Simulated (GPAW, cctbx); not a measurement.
## Reading charge transfer from structure factors

Sc2AlPt3, R-3m (no. 166), a = 5.4292 Å, b = 5.4292 Å, c = 12.1483 Å, α = 90.00°, β = 90.00°, γ = 120.00°.

| atom | mult. | x | y | z |
| --- | --- | --- | --- | --- |
| Pt1 | 9 | 5/6 | 2/3 | 1/6 |
| Sc1 | 6 | 1/3 | 2/3 | 0.0391 |
| Al1 | 3 | 0 | 0 | 0 |

The start was made by putting kin elements into a known structure type; the compound need not exist, or be stable, in this form.

Absolute values of the static structure factors of the conventional cell from DFT (PBE, GPAW) against free spherical atoms, in electrons:

```
   hkl  d (Å)  free atoms  crystal
   101  4.385      177.25   177.36
   003  4.049      541.27   540.59
1 0 -2  3.718      186.54   186.36
   110  2.715       80.87    81.25
   104  2.551      263.13   262.11
2 0 -1  2.308      618.47   616.58
   113  2.255      284.32   283.48
   202  2.192      599.47   597.36
1 0 -5  2.159      272.53   271.34
   006  2.025      596.01   592.79
```

**Question.** Which way does charge move, and which reflections show it best?

Project each element's phase sum on the total phase. At low angle |F| should rise if density moves to atoms that scatter in phase and fall if it moves to atoms that scatter against it.

| hkl | Pt in phase | Sc in phase | Al in phase | change (e) | (%) |
| --- | --- | --- | --- | --- | --- |
| 101 | +3.0 | -4.2 | +3.0 | +0.11 | +0.1 |
| 003 | +9.0 | -4.4 | -3.0 | -0.68 | -0.1 |
| 1 0 -2 | +3.0 | +0.2 | -3.0 | -0.18 | -0.1 |
| 110 | +3.0 | -6.0 | -3.0 | +0.37 | +0.5 |
| 104 | +3.0 | +6.0 | -3.0 | -1.03 | -0.4 |
| 2 0 -1 | +9.0 | +4.2 | -3.0 | -1.89 | -0.3 |
| 113 | +3.0 | +4.4 | +3.0 | -0.84 | -0.3 |
| 202 | +9.0 | -0.2 | +3.0 | -2.10 | -0.4 |

Low-angle reflections that set elements apart and change by more than 0.05 e: 101, 003, 1 0 -2, 110, 104, 2 0 -1 and 202. The real-space density gives Voronoi charges Pt -0.04, Sc +0.11, Al -0.10 e. The signs that these charges predict hold for 101, 1 0 -2, 110, 104 and 2 0 -1 and fail for 003 and 202, so the simple rule can't give the direction here. The reflections see the density near the nuclei and the atoms' change of size and shape; Voronoi cells count what crosses the midplanes.

[Outputs are excerpts: Python notices, other lines and further rows are left out; steps that failed or that the build refused (PBEsol, TPSS) are not shown.]

[Logs are printed without paths, hosts, clocks, repeated set-up lines and the standing remarks that a program may print on its own settings, such as how far it seeks lower states.]
